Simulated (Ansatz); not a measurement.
# Y on Be(0001): change of the work function, part 5 of 5

How does Y on the fcc site change the work function of Be(0001) as the layer fills?

Ansatz 0.2.0; plane-wave DFT, PBE, Ansatz PAW (the session's first sound run).

So far, work function, upper face (eV): step 2 (the clean slab, PBE) 5.30; step 7 (the 0.25 ML cell at another level of theory, cutoff 420 eV, functional LDA) 3.42; step 8 (the 0.25 ML cell at another level of theory, cutoff 500 eV, functional r2SCAN) 3.37; step 9 (the 0.25 ML cell at another level of theory, cutoff 420 eV, functional RPBE) 3.21; step 10 (the 0.25 ML cell at another level of theory, cutoff 420 eV, functional PBEsol) 3.33.

### Step 12. The same run with other settings: efield.ramp_width = 0.15

This step: plane-wave DFT, PBE, Ansatz PAW (Ansatz 0.2.0).

A run with a changed input: it repeats the earlier run at 0.25 ML with efield.ramp_width from 0.06 to 0.15; its output block differs too.

input.yaml

```yaml
crystal:
  lattice:
    - [4.58, 0.0, 0.0]
    - [2.29, 3.9663963494, 0.0]
    - [0.0, 0.0, 26.124874172]
  atoms:
    - { symbol: Be, position: [0.3333333333, 0.3333333333, 0.3444992669] }
    - { symbol: Be, position: [0.0, 0.0, 0.4131776839] }
    - { symbol: Be, position: [0.3333333333, 0.3333333333, 0.4820921046] }
    - { symbol: Be, position: [0.0, 0.0, 0.5522929924] }
    - { symbol: Be, position: [0.3333333333, 0.8333333333, 0.3444992669] }
    - { symbol: Be, position: [0.0, 0.5, 0.4131776839] }
    - { symbol: Be, position: [0.3333333333, 0.8333333333, 0.4820921046] }
    - { symbol: Be, position: [0.0, 0.5, 0.5522929924] }
    - { symbol: Be, position: [0.8333333333, 0.3333333333, 0.3444992669] }
    - { symbol: Be, position: [0.5, 0.0, 0.4131776839] }
    - { symbol: Be, position: [0.8333333333, 0.3333333333, 0.4820921046] }
    - { symbol: Be, position: [0.5, 0.0, 0.5522929924] }
    - { symbol: Be, position: [0.8333333333, 0.8333333333, 0.3444992669] }
    - { symbol: Be, position: [0.5, 0.5, 0.4131776839] }
    - { symbol: Be, position: [0.8333333333, 0.8333333333, 0.4820921046] }
    - { symbol: Be, position: [0.5, 0.5, 0.5522929924] }
    - { symbol: "Y", position: [0.1666666667, 0.1666666667, 0.6555007331] }
kpoints:
  mp_grid: { grid: [8, 8, 1] }
hamiltonian:
  xc: pbe
scf:
  occupations: { method: fermi_dirac, width: 0.1 }
  convergence: { dr2_threshold: 1.0e-08 }
efield:
  axis: 3
  dipole_correction: true
  ramp_position: 0.97
  ramp_width: 0.15
relax:
  f_tol: 0.02
  max_steps: 60
  constraints: [{ sites: [0, 1, 4, 5, 8, 9, 12, 13] }]
output:
  bader: true
  dos: { projected: true, e_range: [-8, 4] }
  write_potential: true
  write_density: true
  volumetric_format: npy
```

On the command line:

```console
$ ansatz run input.yaml --threads 4 --pin off --max-ram 6144MiB --backend cpu --events-out ev --progress --plain --runs-dir out
```

Numbers of over 12 decimals in the logs are rounded to 6 here.

Log:

```text
[...]
Crystal: 17 atoms, lattice volume = 474.587 Å³
Basis set: ecut = 420 eV, 9345 PW (Γ), exchange–correlation on 64×64×360 points (8 copies of the dense FFT grid, shifted against one another)
Bands: 39, of which v1, the nominal top of the filled ones, is band 22 counted from 1 (21 counted from 0)
Symmetry: 6 space group operations
[...]
k-points: 10 of 64 (time reversal used)
[...]
SCF iter   1: F=—  HF=-5328.765878 eV  |F-HF|=—  |Δ(HF+E_count)|=         —  Δρ=2.23e-3  dr2=3.71e-1  ethr=1.77e-3  p=0.237 e·Å  D=9.04e-2 V/Å  ΔV_dip=-2.36 eV  dr2_dipole=2.28e-1  V_vac-E_F(+/−)=3.05/5.41 eV  ⟨swp⟩=13.9  Hψ=3443  notcnv=0  defer=15
[...]
SCF iter   9: F=-5328.754119 eV  HF=-5328.754119 eV  |F-HF|=1.24e-9  |Δ(HF+E_count)|=   1.29e-8  Δρ=3.65e-7  dr2=1.70e-9  ethr=2.33e-11  p=0.197 e·Å  D=7.51e-2 V/Å  ΔV_dip=-1.96 eV  dr2_dipole=9.15e-12  V_vac-E_F(+/−)=3.32/5.28 eV  ⟨swp⟩=18.3  Hψ=2700  notcnv=0
SCF 1 converged in 9 iterations: F = -5328.754119 eV  dr2 = 1.70e-9
[...]
relax step   1: F+E_penalty+E_count = -5328.75411943 eV  Δ(F+E_penalty+E_count) = +0.000e0 eV  max|allowed force component| = 1.270e0 eV/Å  Δτ_max = 0.0000 Å  (9 SCF iters, accepted)
[...]
SCF iter   9: F=-5328.972377 eV  HF=-5328.972377 eV  |F-HF|=6.33e-9  |Δ(HF+E_count)|=   3.12e-8  Δρ=5.94e-7  dr2=5.15e-9  ethr=6.68e-12  p=0.196 e·Å  D=7.46e-2 V/Å  ΔV_dip=-1.95 eV  dr2_dipole=1.90e-10  V_vac-E_F(+/−)=3.33/5.28 eV  ⟨swp⟩=13.6  Hψ=2749  notcnv=0
SCF 2 converged in 9 iterations: F = -5328.972377 eV  dr2 = 5.15e-9
relax step   2: F+E_penalty+E_count = -5328.97237744 eV  Δ(F+E_penalty+E_count) = -2.183e-1 eV  max|allowed force component| = 5.086e-1 eV/Å  Δτ_max = 0.1950 Å  (9 SCF iters, accepted)
[...]
SCF iter   9: F=-5329.042362 eV  HF=-5329.042362 eV  |F-HF|=4.05e-9  |Δ(HF+E_count)|=   2.09e-8  Δρ=6.68e-7  dr2=6.92e-9  ethr=2.33e-11  p=0.198 e·Å  D=7.57e-2 V/Å  ΔV_dip=-1.98 eV  dr2_dipole=5.43e-10  V_vac-E_F(+/−)=3.29/5.27 eV  ⟨swp⟩=14.6  Hψ=2855  notcnv=0
SCF 3 converged in 9 iterations: F = -5329.042362 eV  dr2 = 6.92e-9
relax step   3: F+E_penalty+E_count = -5329.04236205 eV  Δ(F+E_penalty+E_count) = -6.998e-2 eV  max|allowed force component| = 3.926e-1 eV/Å  Δτ_max = 0.1941 Å  (9 SCF iters, accepted)
[...]
relax step   4: F+E_penalty+E_count = -5329.05531751 eV  Δ(F+E_penalty+E_count) = -1.296e-2 eV  max|allowed force component| = 7.276e-2 eV/Å  Δτ_max = 0.0728 Å  (8 SCF iters, accepted)
SCF iter   1: F=—  HF=-5329.055963 eV  |F-HF|=—  |Δ(HF+E_count)|=         —  Δρ=2.61e-4  dr2=2.54e-3  ethr=1.31e-5  p=0.198 e·Å  D=7.57e-2 V/Å  ΔV_dip=-1.98 eV  dr2_dipole=3.78e-4  V_vac-E_F(+/−)=3.30/5.27 eV  ⟨swp⟩=2.5  Hψ=888  notcnv=0  defer=13
[...]
SCF iter   7: F=-5329.055838 eV  HF=-5329.055838 eV  |F-HF|=1.95e-9  |Δ(HF+E_count)|=   4.28e-9  Δρ=4.21e-7  dr2=3.52e-9  ethr=2.33e-11  p=0.199 e·Å  D=7.57e-2 V/Å  ΔV_dip=-1.98 eV  dr2_dipole=3.18e-10  V_vac-E_F(+/−)=3.29/5.27 eV  ⟨swp⟩=13.1  Hψ=2460  notcnv=0
SCF 5 converged in 7 iterations: F = -5329.055838 eV  dr2 = 3.52e-9
relax step   5: F+E_penalty+E_count = -5329.05583829 eV  Δ(F+E_penalty+E_count) = -5.208e-4 eV  max|allowed force component| = 6.629e-3 eV/Å  Δτ_max = 0.0069 Å  (7 SCF iters, accepted)
[...]
SCF converged after 7 iterations
Free energy (F): -5329.055838 eV
[...]
Internal energy: -5328.899499 eV  (E = F + TS)
E sigma→0 (E₀):  -5328.977669 eV
Entropy (-TS):   -0.156339 eV (-9.196 meV/atom)
Fermi energy:    0.101851 eV
Dipole field:    D = 0.075716 V/Å  (p = 0.198583 e·Å, saw-weighted, corrected)
Work function:   Φ+ = 3.2941 eV   Φ− = 5.2722 eV
[...]
--- Forces (eV/Å), atoms counted from 1 ---
  atom   1  Be     0.04076627     0.02353642    -0.12850734
  atom   2  Be    -0.01123636    -0.00648731     0.08411807
  atom   3  Be    -0.00047424    -0.00027380     0.00210444
  atom   4  Be     0.00228828     0.00132114    -0.00518517
  atom   5  Be     0.00000000    -0.04707283    -0.12850734
  atom   6  Be     0.00000000     0.01297463     0.08411807
  atom   7  Be    -0.00000000     0.00054760     0.00210444
  atom   8  Be     0.00000000    -0.00264228    -0.00518517
  atom   9  Be    -0.04076627     0.02353642    -0.12850734
  atom  10  Be     0.01123636    -0.00648731     0.08411807
  atom  11  Be     0.00047424    -0.00027380     0.00210444
  atom  12  Be    -0.00228828     0.00132114    -0.00518517
  atom  13  Be    -0.00000000     0.00000000    -0.11015288
  atom  14  Be     0.00000000    -0.00000000     0.24353110
  atom  15  Be     0.00000000     0.00000000     0.00662866
  atom  16  Be     0.00000000    -0.00000000     0.00489980
  atom  17  Y     -0.00000000    -0.00000000    -0.00246185
  max |Σ_I F_I| component: 3.48e-5 eV/Å
--- Band table (eV; the first three rows and the last of 10) ---
  k-point 0: bands = [... 18 lower, -1.7997, -1.7954, -1.7954, -0.9000, 0.6515, 0.8136, 0.8136, 1.4973, ... 13 higher]
  k-point 1: bands = [... 18 lower, -1.5834, -1.5802, -1.2665, -0.8002, 0.7074, 0.8280, 0.9041, 1.4752, ... 13 higher]
  k-point 2: bands = [... 18 lower, -0.9050, -0.8827, -0.8585, -0.4795, 0.6689, 0.9933, 1.1312, 1.5885, ... 13 higher]
  k-point 9: bands = [... 18 lower, -0.1667, -0.0539, 0.0050, 0.1061, 0.4327, 0.5354, 0.8142, 0.9795, ... 13 higher]
--- Relaxed structure (5 steps of the walk, 5 accepted, 0 SCFs on fresh bases) ---
  F+E_penalty+E_count = -5329.05583829 eV   max|allowed force component| = 6.629e-3 eV/Å
  atoms:
    - { symbol: Be, position: [0.333333, 0.333333, 0.344499] }
    - { symbol: Be, position: [2.6667121670171395e-17, 2.6667121670171398e-17, 0.413178] }
    - { symbol: Be, position: [0.334170, 0.334170, 0.482220] }
    - { symbol: Be, position: [0.000534907, 0.000534907, 0.550732] }
    - { symbol: Be, position: [0.333333, 0.833333, 0.344499] }
    - { symbol: Be, position: [5.551115123125783e-17, 0.5, 0.413178] }
    - { symbol: Be, position: [0.334170, 0.831661, 0.482220] }
    - { symbol: Be, position: [0.000534907, 0.498930, 0.550732] }
    - { symbol: Be, position: [0.833333, 0.333333, 0.344499] }
    - { symbol: Be, position: [0.5, 2.6667121670171398e-17, 0.413178] }
    - { symbol: Be, position: [0.831661, 0.334170, 0.482220] }
    - { symbol: Be, position: [0.498930, 0.000534907, 0.550732] }
    - { symbol: Be, position: [0.833333, 0.833333, 0.344499] }
    - { symbol: Be, position: [0.5, 0.5, 0.413178] }
    - { symbol: Be, position: [0.833333, 0.833333, 0.482715] }
    - { symbol: Be, position: [0.5, 0.5, 0.561529] }
    - { symbol: Y, position: [0.166667, 0.166667, 0.643131] }
--- Bader charges: 17 sites ---
  site symbol  charge [e]  shift [e] shared [e]
     0     Be      0.0475     0.0000     0.0310
     1     Be      0.5481     0.0000     0.0229
     2     Be      0.5083     0.0001    -0.1615
     3     Be     -0.1668     0.0005    -0.2763
     4     Be      0.0525     0.0000     0.0360
     5     Be      0.5476     0.0000     0.0229
     6     Be      0.5082     0.0001    -0.1615
     7     Be     -0.1664     0.0005    -0.2760
     8     Be      0.0525     0.0000     0.0360
     9     Be      0.5475     0.0000     0.0229
    10     Be      0.5082     0.0001    -0.1615
    11     Be     -0.1664     0.0005    -0.2759
    12     Be      0.1727     0.0000     0.1598
    13     Be      0.6427     0.0000     0.0895
    14     Be      0.3845     0.0001    -0.3621
    15     Be      0.4500     0.0011     0.4431
    16      Y      0.8108     0.0000     0.8108
  maxima off the nuclei: 9, with 5.2818 electrons
[...]
charge, to which what the maxima have on the atom's side is counted
  estimated error of the sums over rays = 6.8e-4 e
```

Elapsed: 5 min, on 4 threads of Arm Neoverse N1, shared host; peak memory 0.83 GiB.

Relaxation path:

```csv
step,energy less that of the first step (eV),largest force component (eV/Å)
1,0.0000,1.2696
2,-0.2183,0.5086
3,-0.2882,0.3926
4,-0.3012,0.0728
5,-0.3017,0.0066
```

The run keeps the 6 symmetry operations that it works with, so distortions that break them were not tested.

The atoms that moved most (Å):

```csv
atom,dx,dy,dz,length
Y17,0.000,0.000,-0.323,0.323
Be16,0.000,0.000,0.241,0.241
Be4,0.004,0.002,-0.041,0.041
Be8,0.000,-0.004,-0.041,0.041
Be12,-0.004,0.002,-0.041,0.041
Be15,0.000,0.000,0.016,0.016
Be3,0.006,0.003,0.003,0.007
Be7,0.000,-0.007,0.003,0.007
```

The relaxed structure:

```cif
data_structure
_symmetry_space_group_name_H-M 'P 1'
_symmetry_Int_Tables_number 1
_cell_length_a 4.5800
_cell_length_b 4.5800
_cell_length_c 26.1249
_cell_angle_alpha 90.000
_cell_angle_beta 90.000
_cell_angle_gamma 60.000
_cell_volume 474.59
loop_
_atom_site_label
_atom_site_type_symbol
_atom_site_fract_x
_atom_site_fract_y
_atom_site_fract_z
_atom_site_occupancy
Be1 Be 0.33333 0.33333 0.34450 1
Be2 Be 0.00000 0.00000 0.41318 1
Be3 Be 0.33417 0.33417 0.48222 1
Be4 Be 0.00053 0.00053 0.55073 1
Be5 Be 0.33333 0.83333 0.34450 1
Be6 Be 0.00000 0.50000 0.41318 1
Be7 Be 0.33417 0.83166 0.48222 1
Be8 Be 0.00053 0.49893 0.55073 1
Be9 Be 0.83333 0.33333 0.34450 1
Be10 Be 0.50000 0.00000 0.41318 1
Be11 Be 0.83166 0.33417 0.48222 1
Be12 Be 0.49893 0.00053 0.55073 1
Be13 Be 0.83333 0.83333 0.34450 1
Be14 Be 0.50000 0.50000 0.41318 1
Be15 Be 0.83333 0.83333 0.48272 1
Be16 Be 0.50000 0.50000 0.56153 1
Y17 Y 0.16667 0.16667 0.64313 1
```

This step gave:

```
energy at zero smearing        : -5328.9777 eV
work function, upper face      : 3.294 eV
work function, lower face      : 5.272 eV
dipole along the normal        : 0.1986 e·Å
step between the vacuum levels : -1.978 eV
```

The density of states has structure finer than the step of the table below, so its rows give means over 0.5 eV, whole bins alone (the curve runs from -8 to 1.98 eV). Peaks (eV: height): -3.43: 12.2, -2.08: 11.2, -0.93: 10.8, -0.03: 12.1, 0.60: 12.3, 0.72: 11.7, 1.68: 14.1.

Table of density of states by energy, zero at the Fermi level; means over each step:

```csv
energy (eV),density of states (states/eV a cell)
-7.5,1.11
-7.0,2.43
-6.5,3.26
-6.0,3.20
-5.5,2.92
-5.0,3.20
-4.5,4.49
-4.0,3.28
-3.5,5.55
-3.0,3.75
-2.5,4.29
-2.0,6.54
-1.5,4.79
-1.0,6.67
-0.5,5.10
0.0,3.98
0.5,5.65
1.0,5.75
1.5,6.42
```

Projected DOS per atom over height of the atomic layer and energy from the Fermi level. Layers: Be4 Be4 Be4 Be4 Y from below.

Ten even steps from '0' (0.01 states/eV) to '9' (3.54 states/eV), each cell a mean:
```
00008
00006
00009
00007
00003
00003
00003
00001
00001
00001
00001
00000
00001
00000
00000
00000
00000
00000
00000
00000
00000
00000
```
Columns: height of the atomic layer (Å) from 9 to 16.8 (not evenly spaced); rows upwards: energy from the Fermi level (eV) from -7.96 to 1.95.

```csv
quantity,this run,earlier run,difference
"work function, upper face (eV)",3.294,3.294,2.6e-4
"work function, lower face (eV)",5.272,5.272,-2.5e-4
dipole along the normal (e·Å),0.1986,0.1986,-4.9e-5
```

Nothing in the table moves by 0.01 in its unit (for the dipole 0.5 % and 5e-5 e·Å).

### Step 13. The same run with other settings: efield.ramp_width = 0.15 (run 2)

System of this step: Be(0001). The cell holds 4 atoms: 4 Be. Its edges and angles: a = 2.290 Å, b = 2.290 Å, c = 23.383 Å, α = 90.0°, β = 90.0°, γ = 60.0°. Vacuum lies along c.

Another changed input: it repeats the earlier run at 0 ML with efield.ramp_width from 0.06 to 0.15.

input.yaml, the sections that differ from step 12:

```yaml
crystal:
  lattice:
    - [2.29, 0.0, 0.0]
    - [1.145, 1.9831981747, 0.0]
    - [0.0, 0.0, 23.382645]
  atoms:
    - { symbol: Be, position: [0.6666666667, 0.6666666667, 0.3849008527] }
    - { symbol: Be, position: [0.0, 0.0, 0.4616336176] }
    - { symbol: Be, position: [0.6666666667, 0.6666666667, 0.5383663824] }
    - { symbol: Be, position: [0.0, 0.0, 0.6150991473] }
kpoints:
  mp_grid: { grid: [15, 15, 1] }
relax:
  f_tol: 0.02
  max_steps: 60
  constraints: [{ sites: [0, 1] }]
output:
  write_potential: true
  write_density: true
  volumetric_format: npy
# hamiltonian, scf, efield: as in step 12
```

Log:

```text
[...]
Crystal: 4 atoms, lattice volume = 106.193 Å³
Basis set: ecut = 420 eV, 2071 PW (Γ), exchange–correlation on 32×32×320 points (8 copies of the dense FFT grid, shifted against one another)
Bands: 8, of which v1, the nominal top of the filled ones, is band 4 counted from 1 (3 counted from 0)
Symmetry: 6 space group operations
k-points: 27 of 225 (time reversal used)
[...]
SCF iter   1: F=—  HF=-370.028288 eV  |F-HF|=—  |Δ(HF+E_count)|=         —  Δρ=2.36e-3  dr2=3.34e-2  ethr=1.77e-3  p=0.000 e·Å  D=1.52e-4 V/Å  ΔV_dip=-0.00 eV  dr2_dipole=8.87e-7  V_vac-E_F(+/−)=5.38/5.39 eV  ⟨swp⟩=10.3  Hψ=2822  notcnv=0
[...]
SCF iter   8: F=-370.024532 eV  HF=-370.024532 eV  |F-HF|=1.02e-9  |Δ(HF+E_count)|=   7.31e-9  Δρ=3.19e-7  dr2=5.97e-10  ethr=5.10e-11  p=-0.000 e·Å  D=-3.98e-7 V/Å  ΔV_dip=0.00 eV  dr2_dipole=1.33e-10  V_vac-E_F(+/−)=5.30/5.30 eV  ⟨swp⟩=7.6  Hψ=1246  notcnv=0
SCF 1 converged in 8 iterations: F = -370.024532 eV  dr2 = 5.97e-10
[...]
relax step   1: F+E_penalty+E_count = -370.02453214 eV  Δ(F+E_penalty+E_count) = +0.000e0 eV  max|allowed force component| = 1.160e-1 eV/Å  Δτ_max = 0.0000 Å  (8 SCF iters, accepted)
[...]
SCF iter   7: F=-370.026166 eV  HF=-370.026166 eV  |F-HF|=3.91e-9  |Δ(HF+E_count)|=   7.36e-8  Δρ=5.08e-7  dr2=9.56e-10  ethr=1.25e-10  p=0.000 e·Å  D=1.77e-4 V/Å  ΔV_dip=-0.00 eV  dr2_dipole=1.45e-10  V_vac-E_F(+/−)=5.30/5.30 eV  ⟨swp⟩=9.6  Hψ=1277  notcnv=0
SCF 2 converged in 7 iterations: F = -370.026166 eV  dr2 = 9.56e-10
[...]
relax step   2: F+E_penalty+E_count = -370.02616633 eV  Δ(F+E_penalty+E_count) = -1.634e-3 eV  max|allowed force component| = 6.199e-2 eV/Å  Δτ_max = 0.0200 Å  (7 SCF iters, accepted)
SCF iter   1: F=—  HF=-370.028049 eV  |F-HF|=—  |Δ(HF+E_count)|=         —  Δρ=1.04e-3  dr2=8.04e-3  ethr=1.02e-3  p=0.000 e·Å  D=1.77e-4 V/Å  ΔV_dip=-0.00 eV  dr2_dipole=3.59e-4  V_vac-E_F(+/−)=5.28/5.29 eV  ⟨swp⟩=3.8  Hψ=987  notcnv=0
[...]
SCF iter   7: F=-370.026879 eV  HF=-370.026879 eV  |F-HF|=9.06e-9  |Δ(HF+E_count)|=   6.69e-8  Δρ=8.40e-7  dr2=8.65e-10  ethr=1.06e-10  p=0.000 e·Å  D=4.51e-4 V/Å  ΔV_dip=-0.01 eV  dr2_dipole=3.59e-11  V_vac-E_F(+/−)=5.30/5.31 eV  ⟨swp⟩=7.7  Hψ=1294  notcnv=0
SCF 3 converged in 7 iterations: F = -370.026879 eV  dr2 = 8.65e-10
relax step   3: F+E_penalty+E_count = -370.02687926 eV  Δ(F+E_penalty+E_count) = -7.129e-4 eV  max|allowed force component| = 3.149e-3 eV/Å  Δτ_max = 0.0259 Å  (7 SCF iters, accepted)
[...]
SCF converged after 7 iterations
Free energy (F): -370.026879 eV
[...]
Internal energy: -369.976240 eV  (E = F + TS)
E sigma→0 (E₀):  -370.001560 eV
Entropy (-TS):   -0.050639 eV (-12.660 meV/atom)
Fermi energy:    -1.420680 eV
Dipole field:    D = 0.000440 V/Å  (p = 0.000258 e·Å, saw-weighted, corrected)
Work function:   Φ+ = 5.2976 eV   Φ− = 5.3079 eV
[...]
--- Forces (eV/Å), atoms counted from 1 ---
  atom   1  Be     0.00000000    -0.00000000    -0.11938044
  atom   2  Be     0.00000000     0.00000000     0.11974026
  atom   3  Be     0.00000000    -0.00000000    -0.00314877
  atom   4  Be     0.00000000     0.00000000     0.00279127
  max |Σ_I F_I| component: 2.32e-6 eV/Å
--- Band table (eV; the first three rows and the last of 27) ---
[...]
--- Relaxed structure (3 steps of the walk, 3 accepted, 0 SCFs on fresh bases) ---
  F+E_penalty+E_count = -370.02687926 eV   max|allowed force component| = 3.149e-3 eV/Å
  atoms:
    - { symbol: Be, position: [0.666667, 0.666667, 0.3849008527] }
    - { symbol: Be, position: [0.0, 0.0, 0.4616336176] }
    - { symbol: Be, position: [0.666667, 0.666667, 0.538630] }
    - { symbol: Be, position: [0, 0, 0.617064] }
```

Run time: 6.6 s. Hardware: 4 threads; peak memory 0.38 GiB.

Step by step:

```csv
step,energy less that of the first step (eV),largest force component (eV/Å)
1,0.0000,0.1160
2,-0.0016,0.0620
3,-0.0023,0.0031
```

Forces are held to the 6 operations that the run works with; a distortion that breaks them can't arise in this run.

The atoms that moved most (Å):

```csv
atom,dx,dy,dz,length
Be4,0.000,0.000,0.046,0.046
Be3,0.000,0.000,0.006,0.006
```

The relaxed structure:

```xyz
4
Lattice="2.2900 0.0000 0.0000 1.1450 1.9832 0.0000 0.0000 0.0000 23.3826" Properties=species:S:1:pos:R:3
Be    2.2900    1.3221    9.0000
Be    0.0000    0.0000   10.7942
Be    2.2900    1.3221   12.5946
Be    0.0000    0.0000   14.4286
```

Numbers from this step:

| Property | Result |
| --- | --- |
| energy at zero smearing | -370.0016 eV |
| work function, upper face | 5.298 eV |
| dipole along the normal | 2.58e-4 e·Å |

```csv
quantity,this run,earlier run,difference
"work function, upper face (eV)",5.298,5.298,-8.7e-6
dipole along the normal (e·Å),2.58e-4,2.58e-4,-2.0e-7
```

Nothing in the table moves by 0.01 in its unit (for the dipole 0.5 % and 5e-5 e·Å).

### Step 14. Results

```yaml
work_function_of_the_clean_face: 5.30 eV
work_function_at_0p062_ml: 2.65 eV
work_function_at_0p11_ml: 2.15 eV
work_function_at_0p25_ml: 3.29 eV
dipole_per_adsorbate_at_0p062_ml_positive_end_outwards: 4.99 D
```

Y lowers the work function of Be(0001) at the lowest coverage, by 2.65 eV: the adsorbate layer has its positive end outwards. The dipole per adsorbate falls from 4.99 to 0.95 D as the layer fills. Neighbouring dipoles depolarise each other, and heights and bonding change with coverage too. The work function passes a minimum near 0.11 ML among the coverages run and rises again. The slab has 4 layers, at the tabulated experimental lattice constant, one starting site was run, and quantum-size effects of a slab this thin can reach one or two tenths of an eV. The main runs have no spin polarisation; a magnetic state could lie lower and would change these results.

[Logs are printed without paths, hosts, clocks, repeated set-up lines and the standing remarks that a program may print on its own settings, such as how far it seeks lower states.]

[Hosts, paths, dates, database ids (printed as entryN), source tags and the programs' standing remarks are cut or masked in the printed files.]

[Maps of the electrostatic potential energy from Ansatz leave out the sawtooth potential of an applied field or a dipole correction, so their vacuum need not be flat; planar profiles and work functions include it.]

[The density of states shown here was stored with 400 of the rows of the run's finer table, so its peaks can read low, often by over a quarter, or be missed, and its means over a window can be off by a tenth or more.]
